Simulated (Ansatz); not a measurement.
## SrInSn (built on the sites of a database entry of SrAlGe): phonons and vibrational spectra

Aim: the vibrations of SrInSn (built on the sites of a database entry of SrAlGe), their spectra, and whether the structure is stable.

Program: Ansatz 0.2.0. Level of theory: DFT PBE+D3(BJ), scalar-relativistic, plane waves, PAW. Results are calculated unless marked as measured.

The structure was built from a prototype and need not be the compound's stable phase.

**1. The starting structure**

The structure is hexagonal, space group P-6m2 (No. 187). Conventional cell: a = 4.498 Å, b = 4.498 Å, c = 5.003 Å, α = 90.00°, β = 90.00°, γ = 120.00°. Nearest to Sr lie 6 In at 3.61 Å and 6 Sn at 3.61 Å. Nearest to In lie 3 Sn at 2.60 Å and 6 Sr at 3.61 Å. Sn has 3 In at 2.60 Å and 6 Sr at 3.61 Å nearest. Farther neighbours are not listed.

**2. Relaxation**

The cell and atoms are relaxed, since residual forces and stress would shift the frequencies.

input.yaml reads:

```yaml
crystal:
  lattice:
    - [4.49826, 0.0, 0.0]
    - [-2.24913, 3.89561, 0.0]
    - [0.0, 0.0, 5.00342]
  atoms:
    - { symbol: Sr, position: [0.0, 0.0, 0.0] }
    - { symbol: In, position: [0.66666667, 0.33333333, 0.5] }
    - { symbol: Sn, position: [0.33333333, 0.66666667, 0.5] }
kpoints:
  mp_grid: { grid: [9, 9, 8] }
hamiltonian:
  xc: pbe
  dispersion: d3bj
scf:
  occupations: { method: gaussian, width: 0.1 }
output:
  forces: true
  stress: true
  eigenvalues: true
  write_density: true
  write_potential: true
  elf: true
  volumetric_format: npy
relax:
  adjacent_minimum: "off"
  f_tol: 0.005
  max_steps: 80
  cell: { stress_tol: 0.05 }
```

On the command line:

```sh
> ansatz run input.yaml --threads 8 --pin off --max-ram 14336MiB --backend cpu --events-out ev --progress --plain --runs-dir out
```

Numbers of over 12 decimals in the logs are rounded to 6 here.

What it wrote:

```text
Engine: ansatz 0.2.0, aarch64-unknown-linux-gnu
Pseudopotentials: kind: paw
Pseudopotential: Sr, paw, valence charge 10, recommended cutoff 420 eV (normal), Sr.paw.azcp
Pseudopotential: In, paw, valence charge 13, recommended cutoff 420 eV (normal), In.paw.azcp
Pseudopotential: Sn, paw, valence charge 14, recommended cutoff 420 eV (normal), Sn.paw.azcp
Functional definition: PBE
  parameter kappa = 0.804
  parameter beta = 0.066725
  exchange = pbe_x(kappa = kappa, mu = beta*pi^2/3)
  correlation = pbe_c(beta = beta)
Crystal: 3 atoms, lattice volume = 87.677 Å³
Basis set: ecut = 420 eV, 1703 PW (Γ), exchange–correlation on 64×64×72 points (8 copies of the dense FFT grid, shifted against one another)
Bands: 23, of which v1, the nominal top of the filled ones, is band 19 counted from 1 (18 counted from 0)
Symmetry: 12 space group operations
Space group: P-6m2 (ITA 187), of the structure as read, at distance tolerance 4.4e-5 Å
k-points: 60 of 648 (time reversal used)
Non-local potential: Sr, projectors of the file, l = 0: 3, l = 1: 2, l = 2: 2
Non-local potential: In, projectors of the file, l = 0: 2, l = 1: 2, l = 2: 2, l = 3: 2
Non-local potential: Sn, projectors of the file, l = 0: 2, l = 1: 2, l = 2: 2, l = 3: 2
PAW form: soft (Blöchl's): semilocal exchange-correlation on the pseudo side does not see the compensation charge
PAW one-centre angular grid: Sr, 110 points (default); XC on 64 Gauss nodes
PAW one-centre angular grid: In, 590 points (default); XC on 64 Gauss nodes
PAW one-centre angular grid: Sn, 590 points (default); XC on 64 Gauss nodes
Initial density: superposition of atomic densities (neutral atoms: chi_scale 0, normalization atom), corrected by the library's trained network
Initial wavefunctions: pseudopotential atomic-orbital guess
Functional: x = pbe(κ = 0.804, μ = 0.219515), c = pbe(β = 0.066725)
SCF iter   1: F=—  HF=-15168.010277 eV  |F-HF|=—  |Δ(HF+E_count)|=         —  Δρ=2.17e-3  dr2=1.24e-2  ethr=1.77e-3  ⟨swp⟩=8.0  Hψ=8039  notcnv=0
preconditioner: auto → Kerker (q_TF=auto, 2.363 Å⁻¹)  [metal: Δε(μ)=0.088 eV  Ē_g=17.174 eV  σ=0.100 eV  W_gap=0.41  n_scr=20 (ndim 8)  ℏωp=23.5 eV  f_vac=0.000  D(μ)=1.33/eV (n_scr^D=8)]
SCF iter   2: F=—  HF=-15168.008713 eV  |F-HF|=—  |Δ(HF+E_count)|=   1.56e-3  Δρ=1.61e-3  dr2=8.68e-3  ethr=3.36e-5  ⟨swp⟩=2.4  Hψ=2663  notcnv=0
SCF iter   3: F=—  HF=-15168.006630 eV  |F-HF|=—  |Δ(HF+E_count)|=   2.08e-3  Δρ=8.15e-4  dr2=1.02e-3  ethr=2.35e-5  ⟨swp⟩=2.1  Hψ=2045  notcnv=0  defer=1
SCF iter   4: F=—  HF=-15168.006177 eV  |F-HF|=—  |Δ(HF+E_count)|=   4.52e-4  Δρ=4.75e-4  dr2=2.27e-4  ethr=2.76e-6  ⟨swp⟩=2.4  Hψ=2195  notcnv=0  defer=1
SCF iter   5: F=—  HF=-15168.006105 eV  |F-HF|=—  |Δ(HF+E_count)|=   7.21e-5  Δρ=1.57e-4  dr2=4.99e-5  ethr=6.13e-7  ⟨swp⟩=2.0  Hψ=2419  notcnv=0  defer=1
SCF iter   6: F=—  HF=-15168.006088 eV  |F-HF|=—  |Δ(HF+E_count)|=   1.69e-5  Δρ=3.47e-5  dr2=2.15e-6  ethr=1.35e-7  ⟨swp⟩=2.1  Hψ=2423  notcnv=0  defer=1
SCF iter   7: F=—  HF=-15168.006088 eV  |F-HF|=—  |Δ(HF+E_count)|=   4.89e-7  Δρ=1.10e-5  dr2=1.70e-7  ethr=5.82e-9  ⟨swp⟩=2.0  Hψ=2420  notcnv=0  defer=1
SCF iter   8: F=-15168.006088 eV  HF=-15168.006088 eV  |F-HF|=4.55e-8  |Δ(HF+E_count)|=   9.41e-9  Δρ=6.97e-6  dr2=5.78e-8  ethr=2.70e-10  ⟨swp⟩=12.6  Hψ=11088  notcnv=0
SCF 1 converged in 8 iterations: F = -15168.006088 eV  dr2 = 5.78e-8
  greatest PAW one-centre occupation: 0.990 electrons in one spin orbital (limit 2), on the Sn atom at site 2 (counted from 0), in its partial waves of l = 2
relax step   1: F+E_penalty+E_count = -15168.00608776 eV  Δ(F+E_penalty+E_count) = +0.000e0 eV  max|allowed force component| = 1.295e-16 eV/Å  Δτ_max = 0.0000 Å  P = +6.667 GPa  Ω = 87.677 Å³  (8 SCF iters, dr2 threshold 1.00e-7 eV, accepted)
Crystal: 3 atoms, lattice volume = 94.501 Å³
Basis set: ecut = 420 eV, 1847 PW (Γ), exchange–correlation on 64×64×72 points (8 copies of the dense FFT grid, shifted against one another)
Initial density: handed on by an earlier stage of this run
Initial wavefunctions: those handed on with the density
iter 1 solved again at ethr=3.92e-5 eV; its pass at ethr=3.10e-3 eV (dr2=1.45e-2 eV) is discarded
SCF iter   1: F=—  HF=-15168.382522 eV  |F-HF|=—  |Δ(HF+E_count)|=         —  Δρ=3.69e-3  dr2=1.48e-2  ethr=3.92e-5  ⟨swp⟩=1.5  Hψ=9776  notcnv=0
preconditioner: auto → Kerker (q_TF=auto, 2.334 Å⁻¹)  [metal: Δε(μ)=0.003 eV  Ē_g=17.061 eV  σ=0.100 eV  W_gap=0.02  n_scr=20 (ndim 8)  ℏωp=22.6 eV  f_vac=0.000  D(μ)=1.48/eV (n_scr^D=8)]
SCF iter   2: F=—  HF=-15168.380544 eV  |F-HF|=—  |Δ(HF+E_count)|=   1.98e-3  Δρ=2.29e-3  dr2=5.49e-3  ethr=3.92e-5  ⟨swp⟩=2.1  Hψ=1948  notcnv=0
SCF iter   3: F=—  HF=-15168.380117 eV  |F-HF|=—  |Δ(HF+E_count)|=   4.26e-4  Δρ=5.20e-4  dr2=4.08e-4  ethr=1.48e-5  ⟨swp⟩=2.3  Hψ=1797  notcnv=0
SCF iter   4: F=—  HF=-15168.380163 eV  |F-HF|=—  |Δ(HF+E_count)|=   4.54e-5  Δρ=1.84e-4  dr2=4.90e-5  ethr=1.10e-6  ⟨swp⟩=2.5  Hψ=2220  notcnv=0
SCF iter   5: F=—  HF=-15168.380174 eV  |F-HF|=—  |Δ(HF+E_count)|=   1.17e-5  Δρ=4.44e-5  dr2=2.07e-6  ethr=1.32e-7  ⟨swp⟩=2.7  Hψ=2180  notcnv=0
SCF iter   6: F=-15168.380175 eV  HF=-15168.380175 eV  |F-HF|=2.69e-8  |Δ(HF+E_count)|=   2.39e-8  Δρ=1.75e-5  dr2=2.94e-7  ethr=8.11e-10  ⟨swp⟩=13.5  Hψ=12376  notcnv=0
SCF 2 converged in 6 iterations: F = -15168.380175 eV  dr2 = 2.94e-7
relax step   2: F+E_penalty+E_count = -15168.38017454 eV  Δ(F+E_penalty+E_count) = -3.741e-1 eV  max|allowed force component| = 2.652e-16 eV/Å  Δτ_max = 0.0000 Å  P = +0.970 GPa  Ω = 94.501 Å³  energy of the carried Pulay correction = -1.393e-3 eV  (6 SCF iters, dr2 threshold 3.00e-7 eV, accepted)
Crystal: 3 atoms, lattice volume = 94.438 Å³
Basis set: ecut = 420 eV, 1803 PW (Γ), exchange–correlation on 64×64×72 points (8 copies of the dense FFT grid, shifted against one another)
iter 1 solved again at ethr=9.59e-6 eV; its pass at ethr=3.10e-3 eV (dr2=3.55e-3 eV) is discarded
SCF iter   1: F=—  HF=-15168.435547 eV  |F-HF|=—  |Δ(HF+E_count)|=         —  Δρ=1.61e-3  dr2=3.80e-3  ethr=9.59e-6  ⟨swp⟩=2.5  Hψ=9659  notcnv=0
preconditioner: auto → Kerker (q_TF=auto, 2.334 Å⁻¹)  [metal: Δε(μ)=0.070 eV  Ē_g=16.907 eV  σ=0.100 eV  W_gap=0.34  n_scr=20 (ndim 8)  ℏωp=22.6 eV  f_vac=0.000  D(μ)=1.63/eV (n_scr^D=8)]
SCF iter   2: F=—  HF=-15168.435155 eV  |F-HF|=—  |Δ(HF+E_count)|=   3.91e-4  Δρ=1.05e-3  dr2=1.94e-3  ethr=9.59e-6  ⟨swp⟩=1.0  Hψ=1380  notcnv=0
SCF iter   3: F=—  HF=-15168.434718 eV  |F-HF|=—  |Δ(HF+E_count)|=   4.37e-4  Δρ=1.94e-4  dr2=6.54e-5  ethr=5.23e-6  ⟨swp⟩=2.0  Hψ=1653  notcnv=0
SCF iter   4: F=—  HF=-15168.434723 eV  |F-HF|=—  |Δ(HF+E_count)|=   5.19e-6  Δρ=7.93e-5  dr2=9.32e-6  ethr=1.77e-7  ⟨swp⟩=2.0  Hψ=2178  notcnv=0
SCF iter   5: F=-15168.434723 eV  HF=-15168.434723 eV  |F-HF|=9.36e-8  |Δ(HF+E_count)|=   4.43e-7  Δρ=1.90e-5  dr2=2.75e-7  ethr=8.11e-10  ⟨swp⟩=11.6  Hψ=13110  notcnv=0
SCF 3 converged in 5 iterations: F = -15168.434723 eV  dr2 = 2.75e-7
relax step   3: F+E_penalty+E_count = -15168.43472303 eV  Δ(F+E_penalty+E_count) = -5.455e-2 eV  max|allowed force component| = 1.974e-16 eV/Å  Δτ_max = 0.0000 Å  P = +0.085 GPa  Ω = 94.438 Å³  energy of the carried Pulay correction = -1.482e-3 eV  (5 SCF iters, dr2 threshold 3.00e-7 eV, accepted)
[...]
relax step   4: F+E_penalty+E_count = -15168.43983548 eV  Δ(F+E_penalty+E_count) = -5.112e-3 eV  max|allowed force component| = 5.551e-17 eV/Å  Δτ_max = 0.0000 Å  P = +0.027 GPa  Ω = 93.836 Å³  energy of the carried Pulay correction = -1.417e-3 eV  (5 SCF iters, dr2 threshold 3.00e-7 eV, accepted)
Basis set: ecut = 420 eV, 1803 PW (Γ), exchange–correlation on 72×72×64 points (8 copies of the dense FFT grid, shifted against one another)
Initial wavefunctions: pseudopotential atomic-orbital guess (no wavefunctions were taken with the density)
iter 1 solved again at ethr=5.53e-7 eV; its pass at ethr=3.10e-3 eV (dr2=2.05e-4 eV) is discarded
SCF iter   1: F=—  HF=-15168.440848 eV  |F-HF|=—  |Δ(HF+E_count)|=         —  Δρ=1.08e-4  dr2=1.93e-6  ethr=5.53e-7  ⟨swp⟩=3.9  Hψ=12149  notcnv=0
preconditioner: auto → Kerker (q_TF=auto, 2.336 Å⁻¹)  [metal: Δε(μ)=0.029 eV  Ē_g=16.911 eV  σ=0.100 eV  W_gap=0.16  n_scr=20 (ndim 8)  ℏωp=22.7 eV  f_vac=0.000  D(μ)=1.72/eV (n_scr^D=8)]
SCF iter   2: F=—  HF=-15168.440850 eV  |F-HF|=—  |Δ(HF+E_count)|=   2.48e-6  Δρ=5.55e-5  dr2=5.14e-7  ethr=5.22e-9  ⟨swp⟩=2.0  Hψ=2412  notcnv=0
SCF iter   3: F=—  HF=-15168.440851 eV  |F-HF|=—  |Δ(HF+E_count)|=   1.42e-6  Δρ=1.06e-5  dr2=3.31e-8  ethr=1.39e-9  ⟨swp⟩=2.0  Hψ=1949  notcnv=0
SCF iter   4: F=—  HF=-15168.440851 eV  |F-HF|=—  |Δ(HF+E_count)|=   4.08e-8  Δρ=1.37e-6  dr2=2.82e-9  ethr=8.95e-11  ⟨swp⟩=2.3  Hψ=2296  notcnv=0
SCF iter   5: F=—  HF=-15168.440851 eV  |F-HF|=—  |Δ(HF+E_count)|=  4.73e-11  Δρ=6.81e-7  dr2=8.21e-10  ethr=7.62e-12  ⟨swp⟩=2.5  Hψ=2456  notcnv=0
SCF iter   6: F=—  HF=-15168.440851 eV  |F-HF|=—  |Δ(HF+E_count)|=  7.64e-11  Δρ=1.77e-7  dr2=5.98e-11  ethr=2.22e-12  ⟨swp⟩=2.0  Hψ=1672  notcnv=0
SCF iter   7: F=-15168.440851 eV  HF=-15168.440851 eV  |F-HF|=0.00e0  |Δ(HF+E_count)|=  3.64e-12  Δρ=4.72e-8  dr2=2.78e-12  ethr=1.00e-12  ⟨swp⟩=7.2  Hψ=7102  notcnv=0
SCF 5 converged in 7 iterations: F = -15168.440851 eV  dr2 = 2.78e-12
relax step   5: F+E_penalty+E_count = -15168.44085149 eV  Δ(F+E_penalty+E_count) = -1.016e-3 eV  max|allowed force component| = 6.322e-17 eV/Å  Δτ_max = 0.0000 Å  P = +0.011 GPa  Ω = 93.836 Å³  stress off target by 2.42e-2 GPa  SCF on the basis re-selected at this cell (its energy is not comparable with the rows above)  (7 SCF iters)
basis re-selected at this cell: Δ(F+E_penalty+E_count) = -1.016e-3 eV, ΔP = -0.016 GPa vs the last step (what re-selecting the basis moved, of the pressure what is left beyond the Pulay correction that the steps carried, after the strain that the cell walked since its last selection, with what the two solves' SCF thresholds leave and, on support functions, any second-order correction that the steps lacked; it is no measure of the basis error at this ecutwfc). The dense FFT grid was sized anew with the basis: this SCF ran on 36×36×32 points, the steps before it on 32×32×36, so part of this shift can come from that change (see relax.cell in the input reference). [rest of the remark cut]
SCF converged after 7 iterations
Free energy (F): -15168.440851 eV
Harris-Foulkes:  -15168.440851 eV  (|F-HF|=0.00e0)
Internal energy: -15168.432275 eV  (E = F + TS)
E sigma→0 (E₀):  -15168.436563 eV
Entropy (-TS):   -0.008577 eV (-2.859 meV/atom)
Fermi energy:    9.113193 eV
--- Per-component energies (eV) ---
  E_band       = -241.278403
  E_kinetic    = 675.839699
  E_local      = -3008.150439  (includes V_loc(G=0)·N_el)
  E_nonlocal   = 535.452511
  E_hartree    = 1307.164081
  E_xc         = -771.324470
  E_vxc        = -357.865082  (∫ρ·V_xc dr)
  E_paw        = -10986.669581  (= ΣΔE_a)
  E_vpaw       = -700.883312  (= ΣTr[D̂ρ^β])
  E_aug_tail   = 0.000024  (compensation charges beyond the density's cutoff)
  E_ewald      = -2919.790534
  E_disp       = -0.953565  (pairwise vdW)
  E_smearing   = -0.008577  (= −TS)
  E_closure    = -0.000000  (closes the sum)
  Σ components = -15168.440851   (vs F -15168.440851, Δ=0.00e0)
--- Forces (eV/Å), atoms counted from 1 ---
  atom   1  Sr    -0.00000000     0.00000000     0.00000000
  atom   2  In     0.00000000     0.00000000     0.00000000
  atom   3  Sn     0.00000000     0.00000000    -0.00000000
  max |Σ_I F_I| component: 5.09e-17 eV/Å
--- Stress (GPa, compression-positive) ---
        0.024194      -0.000000      -0.000000
       -0.000000       0.024194       0.000000
       -0.000000       0.000000      -0.014404
  P = ⅓ Tr σ = 0.0113 GPa (0.113 kbar)
--- Band table (eV; the first three rows and the last of 60) ---
  k-point 0: bands = [... 15 lower, 7.7725, 7.7725, 7.8797, 8.1634, 9.6783, 11.3948, 11.3948, 12.0941]
  k-point 1: bands = [... 15 lower, 7.3646, 7.8486, 7.8486, 7.9923, 10.3224, 11.0018, 11.0018, 12.5936]
  k-point 2: bands = [... 15 lower, 6.3087, 8.0544, 8.0544, 8.1667, 10.4828, 10.4828, 11.2217, 12.4294]
  k-point 59: bands = [... 15 lower, 2.9706, 5.9149, 7.4437, 8.0215, 11.0589, 12.0835, 12.1616, 13.7009]
--- Relaxed structure (4 steps of the walk, 4 accepted, 1 SCFs on fresh bases) ---
  F+E_penalty+E_count = -15168.44085149 eV   max|allowed force component| = 6.322e-17 eV/Å   (the final SCF, on the basis selected at the relaxed cell)
  cell:  # Å, volume = 93.8363 Å³
    - [4.826871, 0.0, 0.0]
    - [-2.413435, 4.180193, 0.0]
    - [0.0, 0.0, 4.650600]
  atoms:
    - { symbol: Sr, position: [0, 0, 0.0] }
    - { symbol: In, position: [0.666667, 0.333333, 0.500000] }
    - { symbol: Sn, position: [0.333333, 0.666667, 0.500000] }
```

The job ended after 10 s (8 threads of Arm Neoverse V2, shared host; peak memory 0.53 GiB).

Step by step:

```
step  energy less that of the first step (eV)  largest force component (eV/Å)  pressure (GPa)  volume (Å³)
   1                                   0.0000                          0.0000            6.67        87.68
   2                                  -0.3741                          0.0000            0.97        94.50
   3                                  -0.4286                          0.0000            0.09        94.44
   4                                  -0.4337                          0.0000            0.03        93.84
  5*                                  -0.4348                          0.0000            0.01        93.84
```

Relaxation steps marked * repeat the geometry before them on a plane-wave basis chosen anew for their cell, so energy and pressure can jump there.

The run keeps the 12 symmetry operations that it works with, so distortions that break them were not tested.

```
conventional cell, symmetrised  before  after  change
                         a (Å)   4.498  4.827  +7.3 %
                         b (Å)   4.498  4.827  +7.3 %
                         c (Å)   5.003  4.651  -7.1 %
              volume (Å³/atom)   29.23  31.28  +7.0 %
```

Final coordinates:

```cif
data_structure
_symmetry_space_group_name_H-M 'P 1'
_symmetry_Int_Tables_number 1
_cell_length_a 4.8269
_cell_length_b 4.8269
_cell_length_c 4.6506
_cell_angle_alpha 90.000
_cell_angle_beta 90.000
_cell_angle_gamma 120.000
_cell_volume 93.84
loop_
_atom_site_label
_atom_site_type_symbol
_atom_site_fract_x
_atom_site_fract_y
_atom_site_fract_z
_atom_site_occupancy
Sr1 Sr 0.00000 0.00000 0.00000 1
In2 In 0.66667 0.33333 0.50000 1
Sn3 Sn 0.33333 0.66667 0.50000 1
```

This step gave:

| Quantity | Value |
| --- | --- |
| pressure | 0.01133 GPa |
| volume per atom | 31.28 Å³ |
| gap on the k-mesh | 0 eV |

Electrostatic potential energy in the ab plane at fractional z = 0.500, with atoms of In and Sn within 0.2 Å of it. With pseudopotentials it is smooth inside the atoms' cores, unlike the true potential.

Values in eV, 14 rows by 14 columns, each cell a mean:
```
 11  11  11  10   8   4   1   2   5   8  10  11  11  11
 11  11   9   6  -2  -7  -9  -7   1   8  10  11  11  11
 11  10   5  -4  -4   6   3  -9  -2   7  10  11  11  11
 10   7  -3  -3  20  25  17  -7  -1   8  10  10  10  10
  8   1  -7  15  25  25   8  -7   4   8   8   8   8   9
  6  -3  -6  17  24  12  -6  -1   6   5   0  -1   2   6
  5  -4  -9  -1   0  -7  -1   4   0 -12 -20 -19  -8   3
  5   1  -6  -7  -5   1   5  -1 -18 -30 -33 -29 -14   2
  8   6   4   4   6   7   2 -15 -32 -34 -34 -30 -11   5
 10   9   9   9   9   7  -5 -26 -34 -34 -34 -22  -1   8
 11  11  11  11  10   5  -9 -27 -33 -32 -23  -5   6  10
 11  11  11  11   9   5  -5 -18 -23 -16  -3   6  10  11
 11  11  11  11  10   7   2  -3  -3   2   7  10  11  11
 11  11  11  11  10   8   6   5   6   8  10  11  11  11
```
Columns run along a (4.8 Å; values clipped at the 3rd and 97th percentile), rows up along b (4.8 Å). Atoms in or near the plane, at fractional coordinates: In at (0.67, 0.33), Sn at (0.33, 0.67).

ELF in the ab plane at fractional z = 0.500, with atoms of In and Sn within 0.2 Å of it. It is the smooth field of the valence electrons, not physical close to the nuclei.

Ten even steps from '0' (0.00) to '9' (0.46), each cell a mean:
```
23589888997532
35787666787533
67865235787544
88740015798666
98510026897667
97410258965557
97544578655556
97667886421356
98779965100256
88888753000457
66667553114567
43456555455665
22356655566643
22468988897532
```
Columns run along a (4.8 Å), rows up along b (4.8 Å). Atoms in or near the plane, at fractional coordinates: In at (0.67, 0.33), Sn at (0.33, 0.67).

Valence density in the ab plane at fractional z = 0.500, with atoms of In and Sn within 0.2 Å of it. It is the smooth field of the valence electrons, not physical close to the nuclei.

Ten steps, logarithmic in the rise over the least value, from '_' (0 e/Å³) to '@' (14 e/Å³), each cell a mean:
```
______....::::::::..________
____....--====--::..________
__....--++##**++::..________
....--**%%@@%%++::..________
..::++%%@@@@##==::..........
::--++%%@@##++--::::::::::::
::--++****==--::::==++++--::
::::------::::--++####**==::
....::::....::==##@@@@##==::
............--**%%@@%%++::..
________....--**####**--..__
__________..--++++++--..____
________....::----::..______
________....::::::....______
```
Columns run along a (4.8 Å), rows up along b (4.8 Å). Atoms in or near the plane, at fractional coordinates: In at (0.67, 0.33), Sn at (0.33, 0.67).

In this step the volume went from 29.23 to 31.28 Å³/atom.

**3. Tight relaxation**

Phonons need a cell at rest on their own settings, so the relaxation is repeated with tight tolerances on forces and stress, using the mesh and the filling of the phonon run that follows.

input.yaml reads:

```yaml
crystal:
  lattice:
    - [4.8268707813, 0.0, 0.0]
    - [-2.4134353906, 4.1801927174, 0.0]
    - [0.0, 0.0, 4.6506003902]
  atoms:
    - { symbol: Sr, position: [0.0, 0.0, 0.0] }
    - { symbol: In, position: [0.6666666667, 0.3333333333, 0.5] }
    - { symbol: Sn, position: [0.3333333333, 0.6666666667, 0.5] }
kpoints:
  mp_grid: { grid: [10, 10, 8] }
hamiltonian:
  xc: pbe
  dispersion: d3bj
scf:
  occupations: { method: methfessel_paxton, width: 0.15 }
output:
  forces: true
  stress: true
  eigenvalues: true
relax:
  adjacent_minimum: "off"
  f_tol: 0.001
  max_steps: 60
  cell: { stress_tol: 0.01 }
```

What it wrote:

```text
[...]
Crystal: 3 atoms, lattice volume = 93.836 Å³
Basis set: ecut = 420 eV, 1803 PW (Γ), exchange–correlation on 72×72×64 points (8 copies of the dense FFT grid, shifted against one another)
Bands: 23, of which v1, the nominal top of the filled ones, is band 19 counted from 1 (18 counted from 0)
Symmetry: 12 space group operations
[...]
k-points: 70 of 800 (time reversal used)
[...]
--- Relaxed structure (2 steps of the walk, 2 accepted, 1 SCFs on fresh bases) ---
[...]
cell:  # Å, volume = 93.8524 Å³
    - [4.827493, -2.8871166101010237e-11, 0.0]
    - [-2.413747, 4.180732, 0.0]
    - [0.0, 0.0, 4.650199]
  atoms:
    - { symbol: Sr, position: [0, 0, 0.0] }
    - { symbol: In, position: [0.666667, 0.333333, 0.5] }
    - { symbol: Sn, position: [0.333333, 0.666667, 0.5] }
[key lines of the parts left out:]
SCF converged after 7 iterations
Free energy (F): -15168.437251 eV
Fermi energy:    9.074962 eV
P = ⅓ Tr σ = -0.0006 GPa (-0.006 kbar)
```

Run time: 6.6 s. Hardware: 8 threads; peak memory 0.55 GiB.

Little changed from the start: no atom moved by 0.005 Å and no cell edge by 0.1 %.

Numbers from this step:

* pressure: -5.64e-4 GPa

The forces vanish by symmetry and the pressure is -0.001 GPa, within the tolerances set. The cell now holds 31.28 Å³/atom.

(Continued in part 2 of 3.)

[Logs are printed without paths, hosts, clocks, repeated set-up lines and the standing remarks that a program may print on its own settings, such as how far it seeks lower states.]

[Hosts, paths, dates, database ids (printed as entryN), source tags and the programs' standing remarks are cut or masked in the printed files.]
